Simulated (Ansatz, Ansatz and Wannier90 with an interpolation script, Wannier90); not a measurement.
Rows from a G0W0 calculation on AlN (P6_3mc) (Ansatz 0.2.0; G0W0 on LDA, plane waves, PAW; 9×9×4 mesh, 174 empty bands, screening to 150 eV), in eV. Spin-orbit coupling is left out.

The database entry behind the starting cell differs from later determinations by our own check (inner coordinate u about 0.002 short), so it need not match the best structure at ambient conditions.

| row | k | band | start | Σx | Σc at the solution | Vxc |
| --- | --- | --- | --- | --- | --- | --- |
| A | Γ | c1 | 11.061 | -9.939 | -3.963 | -14.764 |
| B | Γ | v4 | 5.989 | -21.643 | 3.202 | -17.572 |
| C | Γ | v1 | 6.822 | -21.752 | 2.991 | -17.986 |
| D | Γ | v2 | 6.644 | -21.651 | 3.009 | -17.844 |
| E | Γ | v6 | 0.809 | -19.729 | 4.566 | -14.124 |
| F | Γ | c2 | 13.379 | -8.047 | -4.506 | -13.645 |

**Question.** Work out each quasiparticle level and how far it moved.

The quasiparticle equation reads E = start + Σx + Σc(E) − Vxc.

```
row  E (eV)  shift (eV)
  A  11.923      +0.862
  B   5.119      −0.870
  C   6.048      −0.774
  D   5.846      −0.798
  E  -0.230      −1.039
  F  14.470      +1.092
```

The gap over the computed points goes from 4.24 eV to 5.87 eV.

Limits: not at the basis limit.

[Paths, hosts, dates, memory and timing lines, banners, echoed tables and standing remarks are left out of the program output.]

[Logs are printed without paths, hosts, clocks, repeated set-up lines and the standing remarks that a program may print on its own settings, such as how far it seeks lower states.]

[Runs of the session that timed out or met a known fault of the program may be left out.]

[Hosts, paths, dates, database ids (printed as entryN), source tags and the programs' standing remarks are cut or masked in the printed files.]
